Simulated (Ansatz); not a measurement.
# Ag wire along [110], 8 atoms a period: bands by functional and under strain, part 3 of 4

Aim: is the Ag wire along [110], 8 atoms a period a metal or a semiconductor?

Ansatz 0.2.0; DFT PBE, plane waves, PAW; relaxation of a wire's period (the session's first sound run).

So far, conductance of the lead as this run defines it (G₀): step 3 (the wire at its relaxed period) 6.00.

## 7. With spin-orbit coupling

This step: DFT PBE, plane waves, fully relativistic PAW; bands of a perfect wire with spin-orbit coupling (Ansatz 0.2.0).

Spin-orbit coupling mixes the spins and splits bands that cross or touch without it, so it can open or close channels. Fully relativistic datasets take the place of the scalar ones. Against the first PBE run of this kind, the mesh along the wire has 18 points against 29.

input.yaml

```yaml
crystal:
  lattice:
    - [10.95, 0.0, 0.0]
    - [0.0, 12.669, 0.0]
    - [0.0, 0.0, 2.8200648883]
  atoms:
    - { symbol: Ag, position: [0.30308833, 0.717678168, 0.0] }
    - { symbol: Ag, position: [0.315114333, 0.5, 0.0] }
    - { symbol: Ag, position: [0.69691167, 0.717678168, 0.0] }
    - { symbol: Ag, position: [0.684885667, 0.5, 0.0] }
    - { symbol: Ag, position: [0.5, 0.376525804, 0.5] }
    - { symbol: Ag, position: [0.5, 0.623474196, 0.5] }
    - { symbol: Ag, position: [0.30308833, 0.282321832, 0.0] }
    - { symbol: Ag, position: [0.69691167, 0.282321832, 0.0] }
kpoints:
  mp_grid: { grid: [1, 1, 18] }
  band_path: { path: ["Γ", Z], npoints: 50 }
scf:
  occupations: { method: fermi_dirac, width: 0.05 }
hamiltonian:
  xc: pbe
  pseudopotentials: { kind: paw_fr }
magnetization:
  noncollinear: true
  spin_orbit: true
```

Command:

```console
> ansatz run input.yaml --threads 8 --pin off --max-ram 16384MiB --backend cpu --events-out ev --progress --plain --runs-dir out
```

Numbers of over 12 decimals in the logs are rounded to 6 here.

What it wrote:

```text
[...]
non-collinear run that drives no moment, with spin-orbit: no starting moment large enough to seed its density (crystal.atoms[].spin), no starting occupations that ask for one, no magnetisation constraint and no magnetic field, so the semilocal B_xc is pinned to zero
Crystal: 8 atoms, lattice volume = 391.215 Å³
Basis set: ecut = 420 eV, 7687 PW (Γ)
Bands: 184, of which v1, the nominal top of the filled ones, is band 152 counted from 1 (151 counted from 0)
Symmetry: 8 space group operations + 8 with time reversal
[...]
k-points: 10 of 18
Projection manifold: j_resolved (fully-relativistic pseudo-atomic orbitals)
[...]
SCF iter   1: F=—  HF=-60740.274862 eV  |F-HF|=—  |Δ(HF+E_count)|=         —  Δρ=3.09e-2  dr2=5.05e0  dr2_m=0.00e0 (ungated)  ethr=3.10e-3  |M|=0.00e0 ∫|m|=0.00e0 μB  |m|>n=0.0e0 m-floor=0.0e0 τ_xc=0.0e0  β_m=1.00  ⟨swp⟩=8.3  Hψ=4602  notcnv=0  defer=166
[...]
spin=Noncollinear: LDOS preconditioning applied to the charge; magnetization (m_x, m_y, m_z) channels mix plain (no charge-response kernel on spin).
SCF iter   2: F=—  HF=-60741.894411 eV  |F-HF|=—  |Δ(HF+E_count)|=    1.62e0  Δρ=5.02e-2  dr2=9.95e0  dr2_m=0.00e0 (ungated)  ethr=3.10e-3  |M|=0.00e0 ∫|m|=0.00e0 μB  |m|>n=0.0e0 m-floor=0.0e0 τ_xc=0.0e0  β_m=0.50  ⟨swp⟩=2.8  Hψ=1900  notcnv=0  defer=208
[...]
SCF iter   9: F=-60738.918568 eV  HF=-60738.918567 eV  |F-HF|=3.45e-8  |Δ(HF+E_count)|=   2.46e-7  Δρ=4.14e-6  dr2=9.09e-8  dr2_m=0.00e0 (ungated)  ethr=6.58e-11  |M|=0.00e0 ∫|m|=0.00e0 μB  |m|>n=0.0e0 m-floor=0.0e0 τ_xc=0.0e0  ⟨swp⟩=13.3  Hψ=4568  notcnv=0
SCF 1 converged in 9 iterations: F = -60738.918568 eV  dr2 = 9.09e-8
[...]
SCF converged after 9 iterations
Magnetization: |M| = 0.0000 μB,  M = (+0.0000, +0.0000, +0.0000) μB
Absolute magnetization: 0.0000 μB (∫|m|)
  site 0: m = (+0.0000, +0.0000, +0.0000) μB, |m| = 0.0000 μB  (R = 1.14 Å)
  site 1: m = (+0.0000, +0.0000, +0.0000) μB, |m| = 0.0000 μB  (R = 1.14 Å)
  site 2: m = (+0.0000, +0.0000, +0.0000) μB, |m| = 0.0000 μB  (R = 1.14 Å)
  site 3: m = (+0.0000, +0.0000, +0.0000) μB, |m| = 0.0000 μB  (R = 1.14 Å)
  site 4: m = (+0.0000, +0.0000, +0.0000) μB, |m| = 0.0000 μB  (R = 1.16 Å)
  site 5: m = (+0.0000, +0.0000, +0.0000) μB, |m| = 0.0000 μB  (R = 1.16 Å)
  site 6: m = (+0.0000, +0.0000, +0.0000) μB, |m| = 0.0000 μB  (R = 1.14 Å)
  site 7: m = (+0.0000, +0.0000, +0.0000) μB, |m| = 0.0000 μB  (R = 1.14 Å)
Free energy (F): -60738.918568 eV
[...]
Internal energy: -60738.906228 eV  (E = F + TS)
E sigma→0 (E₀):  -60738.912398 eV
Entropy (-TS):   -0.012340 eV (-1.542 meV/atom)
Fermi energy:    3.457403 eV
[...]
--- Band table (eV; the first three rows and the last of 10) ---
  k-point 0: bands = [... 148 lower, 0.7036, 0.7036, 1.1578, 1.1578, 2.2066, 2.2066, 3.0540, 3.0540, ... 28 higher]
  k-point 1: bands = [... 148 lower, 0.7101, 0.7101, 1.2779, 1.2779, 2.2849, 2.2849, 3.1369, 3.1369, ... 28 higher]
  k-point 2: bands = [... 148 lower, 0.7836, 0.7836, 1.5506, 1.5506, 2.5010, 2.5010, 3.3707, 3.3707, ... 28 higher]
  k-point 9: bands = [... 148 lower, 4.4604, 4.4604, 4.9738, 4.9738, 5.3031, 5.3031, 6.1139, 6.1139, ... 28 higher]
```

The job ended after 3 min (8 threads of Arm Neoverse V2, shared host; peak memory 7.8 GiB).

This step gave:

- energy at zero smearing: -60738.9124 eV

The electronic bands at the labelled points (eV, zero at the Fermi level):

```
  point  band 145  band 146  band 147  band 148  band 153  band 154  band 155  band 156
      Γ     -2.90     -2.90     -2.85     -2.85     -1.25     -1.25     -0.40     -0.40
halfway     -2.91     -2.91     -2.36     -2.36      0.02      0.02      0.98      0.98
      Z      0.42      0.42      0.54      0.54      1.85      1.85      2.66      2.66
```

Bands cross the Fermi level, as under PBE at the relaxed period, with no moment.

## 8. Strain along the wire, period over the relaxed period 1.1, k-mesh 1×1×20

This step: DFT PBE, plane waves, PAW; relaxation at a fixed period (Ansatz 0.2.0).

The period is set to 1.1 times the relaxed one and the atoms relax within it: strain changes bond lengths and angles, which shifts the bands against each other. Against the first PBE run of this kind, the mesh along the wire has 20 points against 29.

The cell differs from the one that the last finished run ended in (c 2.820 → 3.102 Å).

input.yaml, as its differences from that of step 7:

```diff
@@ -4,3 +4,3 @@
     - [0.0, 12.669, 0.0]
-    - [0.0, 0.0, 2.8200648883]
+    - [0.0, 0.0, 3.1020713771]
   atoms:
@@ -15,3 +15,3 @@
 kpoints:
-  mp_grid: { grid: [1, 1, 18] }
+  mp_grid: { grid: [1, 1, 20] }
   band_path: { path: ["Γ", Z], npoints: 50 }
@@ -21,5 +21,6 @@
   xc: pbe
-  pseudopotentials: { kind: paw_fr }
-magnetization:
-  noncollinear: true
-  spin_orbit: true
+relax:
+  max_steps: 40
+  f_tol: 0.02
+output:
+  stress: true
```

What it wrote:

```text
Warning: output.stress: scf.convergence.dr2_threshold = 1e-7 eV (the SCF's general default) is looser than the 8e-10 eV advised for a printed stress (1e-10 eV for each atom of the cell: 8). What an SCF threshold leaves in a stress goes as its square root, and in the free energy as the threshold itself, and one threshold admits the most on a small cell: [figures from the program's tests cut] Every solve of this run an [...]
[...]
Crystal: 8 atoms, lattice volume = 430.337 Å³
Basis set: ecut = 420 eV, 8369 PW (Γ), exchange–correlation on 150×180×48 points (8 copies of the dense FFT grid, shifted against one another)
Bands: 92, of which v1, the nominal top of the filled ones, is band 76 counted from 1 (75 counted from 0)
Symmetry: 8 space group operations
[...]
k-points: 11 of 20
[...]
SCF iter   1: F=—  HF=-60719.581064 eV  |F-HF|=—  |Δ(HF+E_count)|=         —  Δρ=1.62e-3  dr2=3.80e-2  ethr=1.77e-3  ⟨swp⟩=6.3  Hψ=3878  notcnv=0  defer=12
[...]
SCF iter   6: F=-60719.579946 eV  HF=-60719.579946 eV  |F-HF|=1.40e-7  |Δ(HF+E_count)|=   2.13e-6  Δρ=1.36e-5  dr2=1.49e-6  ethr=6.44e-9  ⟨swp⟩=3.0  Hψ=3501  notcnv=0
SCF 1 converged in 6 iterations: F = -60719.579946 eV  dr2 = 1.49e-6
[...]
relax step   1: F+E_penalty+E_count = -60719.57994582 eV  Δ(F+E_penalty+E_count) = +0.000e0 eV  max|allowed force component| = 3.962e-1 eV/Å  Δτ_max = 0.0000 Å  (6 SCF iters, dr2 threshold 1.00e-5 eV, accepted)
[...]
SCF iter   7: F=-60719.720993 eV  HF=-60719.720993 eV  |F-HF|=5.99e-7  |Δ(HF+E_count)|=   3.90e-6  Δρ=2.07e-5  dr2=2.18e-6  ethr=6.46e-9  ⟨swp⟩=4.0  Hψ=3218  notcnv=0
SCF 2 converged in 7 iterations: F = -60719.720993 eV  dr2 = 2.18e-6
relax step   2: F+E_penalty+E_count = -60719.72099276 eV  Δ(F+E_penalty+E_count) = -1.410e-1 eV  max|allowed force component| = 2.477e-1 eV/Å  Δτ_max = 0.1950 Å  (7 SCF iters, dr2 threshold 9.81e-6 eV, accepted)
SCF iter   1: F=—  HF=-60719.748638 eV  |F-HF|=—  |Δ(HF+E_count)|=         —  Δρ=1.17e-3  dr2=5.76e-3  ethr=3.15e-5  ⟨swp⟩=4.8  Hψ=2851  notcnv=0  defer=87
[...]
SCF iter   6: F=-60719.746996 eV  HF=-60719.746996 eV  |F-HF|=7.51e-7  |Δ(HF+E_count)|=   1.36e-8  Δρ=1.43e-5  dr2=1.48e-6  ethr=2.52e-9  ⟨swp⟩=4.0  Hψ=3216  notcnv=0
SCF 3 converged in 6 iterations: F = -60719.746996 eV  dr2 = 1.48e-6
relax step   3: F+E_penalty+E_count = -60719.74699551 eV  Δ(F+E_penalty+E_count) = -2.600e-2 eV  max|allowed force component| = 4.252e-2 eV/Å  Δτ_max = 0.0536 Å  (6 SCF iters, dr2 threshold 3.84e-6 eV, accepted)
[...]
relax step   4: F+E_penalty+E_count = -60719.75492913 eV  Δ(F+E_penalty+E_count) = -7.934e-3 eV  max|allowed force component| = 3.110e-2 eV/Å  Δτ_max = 0.0522 Å  (7 SCF iters, accepted)
[...]
relax step   5: F+E_penalty+E_count = -60719.76638329 eV  Δ(F+E_penalty+E_count) = -1.145e-2 eV  max|allowed force component| = 4.822e-2 eV/Å  Δτ_max = 0.1363 Å  (7 SCF iters, accepted)
[...]
relax step   6: F+E_penalty+E_count = -60719.76670704 eV  Δ(F+E_penalty+E_count) = -3.238e-4 eV  max|allowed force component| = 1.839e-1 eV/Å  Δτ_max = 0.1951 Å  (7 SCF iters, dr2 threshold 1.24e-6 eV, accepted)
[...]
relax step   7: F+E_penalty+E_count = -60719.78540143 eV  Δ(F+E_penalty+E_count) = -1.869e-2 eV  max|allowed force component| = 3.189e-2 eV/Å  Δτ_max = 0.0663 Å  (5 SCF iters, dr2 threshold 3.38e-5 eV, accepted)
[...]
relax step   8: F+E_penalty+E_count = -60719.78540263 eV  Δ(F+E_penalty+E_count) = -1.196e-6 eV  max|allowed force component| = 3.183e-2 eV/Å  Δτ_max = 0.0000 Å  (4 SCF iters, accepted)
SCF iter   1: F=—  HF=-60719.786669 eV  |F-HF|=—  |Δ(HF+E_count)|=         —  Δρ=3.05e-4  dr2=4.48e-4  ethr=2.09e-6  ⟨swp⟩=3.0  Hψ=2004  notcnv=0  defer=90
[...]
SCF iter   5: F=-60719.786397 eV  HF=-60719.786397 eV  |F-HF|=4.87e-10  |Δ(HF+E_count)|=   1.58e-7  Δρ=4.05e-6  dr2=7.53e-8  ethr=6.58e-11  ⟨swp⟩=3.0  Hψ=3897  notcnv=0
SCF 9 converged in 5 iterations: F = -60719.786397 eV  dr2 = 7.53e-8
relax step   9: F+E_penalty+E_count = -60719.78639746 eV  Δ(F+E_penalty+E_count) = -9.948e-4 eV  max|allowed force component| = 1.654e-3 eV/Å  Δτ_max = 0.0112 Å  (5 SCF iters, accepted)
[...]
the band table was solved once a step of the walk had ended and its energy, with any forces and stress, was formed, with the checks that follow a solve (4822 applications of the Hamiltonian). They found nothing against the state; the energy, forces and stress were not computed again (output.eigenvalues in the input reference)
[...]
SCF converged after 5 iterations
Free energy (F): -60719.786397 eV
[...]
Internal energy: -60719.767012 eV  (E = F + TS)
E sigma→0 (E₀):  -60719.776705 eV
Entropy (-TS):   -0.019385 eV (-2.423 meV/atom)
Fermi energy:    2.833271 eV
[...]
--- Forces (eV/Å), atoms counted from 1 ---
  atom   1  Ag     0.00165395     0.00098279     0.00000000
  atom   2  Ag     0.00049030     0.00000000     0.00000000
  atom   3  Ag    -0.00165395     0.00098279     0.00000000
  atom   4  Ag    -0.00049030     0.00000000     0.00000000
  atom   5  Ag     0.00000000    -0.00045588     0.00000000
  atom   6  Ag     0.00000000     0.00045588     0.00000000
  atom   7  Ag     0.00165395    -0.00098279     0.00000000
  atom   8  Ag    -0.00165395    -0.00098279     0.00000000
  max |Σ_I F_I| component: 6.51e-19 eV/Å
--- Stress (GPa, compression-positive) ---
        0.085469       0.000000       0.000000
        0.000000      -0.075570       0.000000
        0.000000       0.000000      -1.804888
  P = ⅓ Tr σ = -0.5983 GPa (-5.983 kbar)
--- Band table (eV; the first three rows and the last of 11) ---
  k-point 0: bands = [... 72 lower, 0.0852, 0.1112, 0.1551, 0.7127, 1.7148, 2.9212, 3.3544, 3.3924, ... 12 higher]
  k-point 1: bands = [... 72 lower, 0.0192, 0.0295, 0.2355, 0.8155, 1.7662, 2.9738, 3.4024, 3.4338, ... 12 higher]
  k-point 2: bands = [... 72 lower, -0.0877, -0.0682, 0.3734, 1.0435, 1.9134, 3.1270, 3.5436, 3.5556, ... 12 higher]
  k-point 10: bands = [... 72 lower, 2.5004, 2.6683, 3.2815, 3.9029, 4.1812, 4.8705, 5.1416, 5.5041, ... 12 higher]
--- Relaxed structure (9 steps of the walk, 9 accepted, 0 SCFs on fresh bases) ---
  F+E_penalty+E_count = -60719.78639746 eV   max|allowed force component| = 1.654e-3 eV/Å
  atoms:
    - { symbol: Ag, position: [0.301326, 0.714739, 0.0] }
    - { symbol: Ag, position: [0.362649, 0.500000, 0.0] }
    - { symbol: Ag, position: [0.698674, 0.714739, 0.0] }
    - { symbol: Ag, position: [0.637351, 0.500000, 0.0] }
    - { symbol: Ag, position: [0.5, 0.350666, 0.500000] }
    - { symbol: Ag, position: [0.5, 0.649334, 0.500000] }
    - { symbol: Ag, position: [0.301326, 0.285261, 0.0] }
    - { symbol: Ag, position: [0.698674, 0.285261, 0.0] }
```

Run time: 29 s. Hardware: 8 threads; peak memory 2 GiB.

Step by step:

```
step  energy less that of the first step (eV)  largest force component (eV/Å)
   1                                   0.0000                          0.3962
   2                                  -0.1410                          0.2477
   3                                  -0.1671                          0.0425
   4                                  -0.1750                          0.0311
   5                                  -0.1864                          0.0482
   6                                  -0.1868                          0.1839
   7                                  -0.2055                          0.0319
   8                                  -0.2055                          0.0318
   9                                  -0.2065                          0.0017
```

The run keeps the 8 symmetry operations that it works with, so distortions that break them were not tested.

The atoms that moved most (Å):

```
atom      dx      dy     dz  length
 Ag4  -0.521   0.000  0.000   0.521
 Ag2   0.521   0.000  0.000   0.521
 Ag6   0.000   0.328  0.000   0.328
 Ag5   0.000  -0.328  0.000   0.328
 Ag3   0.019  -0.037  0.000   0.042
 Ag1  -0.019  -0.037  0.000   0.042
 Ag8   0.019   0.037  0.000   0.042
 Ag7  -0.019   0.037  0.000   0.042
```

Final coordinates:

```cif
data_structure
_symmetry_space_group_name_H-M 'P 1'
_symmetry_Int_Tables_number 1
_cell_length_a 10.9500
_cell_length_b 12.6690
_cell_length_c 3.1021
_cell_angle_alpha 90.000
_cell_angle_beta 90.000
_cell_angle_gamma 90.000
_cell_volume 430.34
loop_
_atom_site_label
_atom_site_type_symbol
_atom_site_fract_x
_atom_site_fract_y
_atom_site_fract_z
_atom_site_occupancy
Ag1 Ag 0.30133 0.71474 0.00000 1
Ag2 Ag 0.36265 0.50000 0.00000 1
Ag3 Ag 0.69867 0.71474 0.00000 1
Ag4 Ag 0.63735 0.50000 0.00000 1
Ag5 Ag 0.50000 0.35067 0.50000 1
Ag6 Ag 0.50000 0.64933 0.50000 1
Ag7 Ag 0.30133 0.28526 0.00000 1
Ag8 Ag 0.69867 0.28526 0.00000 1
```

This step gave:

* energy at zero smearing: -60719.7767 eV

The electronic bands at the labelled points (eV, zero at the Fermi level):

```
  point  band 74  band 75  band 76  band 77  band 78  band 79  band 80  band 81
      Γ    -2.72    -2.68    -2.12    -1.12     0.09     0.52     0.56     1.58
halfway    -2.49    -1.70    -0.76    -0.02     1.24     1.52     1.62     2.98
      Z    -0.16     0.45     1.07     1.35     2.04     2.31     2.67     2.91
```

Bands cross the Fermi level, as under PBE at the relaxed period.

## 9. At a strained period, period over the relaxed period 1.06, k-mesh 1×1×21

The period is set to 1.06 times the relaxed one and the atoms relax within it: strain changes bond lengths and angles, which shifts the bands against each other. Against the first PBE run of this kind, the mesh along the wire has 21 points against 29.

The cell differs from the one that the last finished run ended in (c 3.102 → 2.989 Å).

input.yaml, as its differences from that of step 8:

```diff
@@ -4,3 +4,3 @@
     - [0.0, 12.669, 0.0]
-    - [0.0, 0.0, 3.1020713771]
+    - [0.0, 0.0, 2.9892687816]
   atoms:
@@ -15,3 +15,3 @@
 kpoints:
-  mp_grid: { grid: [1, 1, 20] }
+  mp_grid: { grid: [1, 1, 21] }
   band_path: { path: ["Γ", Z], npoints: 50 }
```

What it wrote:

```text
[...]
Crystal: 8 atoms, lattice volume = 414.688 Å³
Basis set: ecut = 420 eV, 7999 PW (Γ), exchange–correlation on 150×180×40 points (8 copies of the dense FFT grid, shifted against one another)
Bands: 92, of which v1, the nominal top of the filled ones, is band 76 counted from 1 (75 counted from 0)
Symmetry: 8 space group operations
[...]
atoms:
    - { symbol: Ag, position: [0.292157, 0.711540, 0] }
    - { symbol: Ag, position: [0.363133, 0.5, 0] }
    - { symbol: Ag, position: [0.707843, 0.711540, 0] }
    - { symbol: Ag, position: [0.636867, 0.5, 0] }
    - { symbol: Ag, position: [0.5, 0.343651, 0.500000] }
    - { symbol: Ag, position: [0.5, 0.656349, 0.500000] }
    - { symbol: Ag, position: [0.292157, 0.288460, 0] }
    - { symbol: Ag, position: [0.707843, 0.288460, 0] }
[key lines of the parts left out:]
SCF converged after 4 iterations
Free energy (F): -60719.988872 eV
Fermi energy:    3.060754 eV
P = ⅓ Tr σ = -0.6075 GPa (-6.075 kbar)
```

Elapsed: 30 s, on 8 threads; peak memory 1.9 GiB.

(Part 3 of 4 ends here.)

[Logs are printed without paths, hosts, clocks, repeated set-up lines and the standing remarks that a program may print on its own settings, such as how far it seeks lower states.]

[Hosts, paths, dates, database ids (printed as entryN), source tags and the programs' standing remarks are cut or masked in the printed files.]
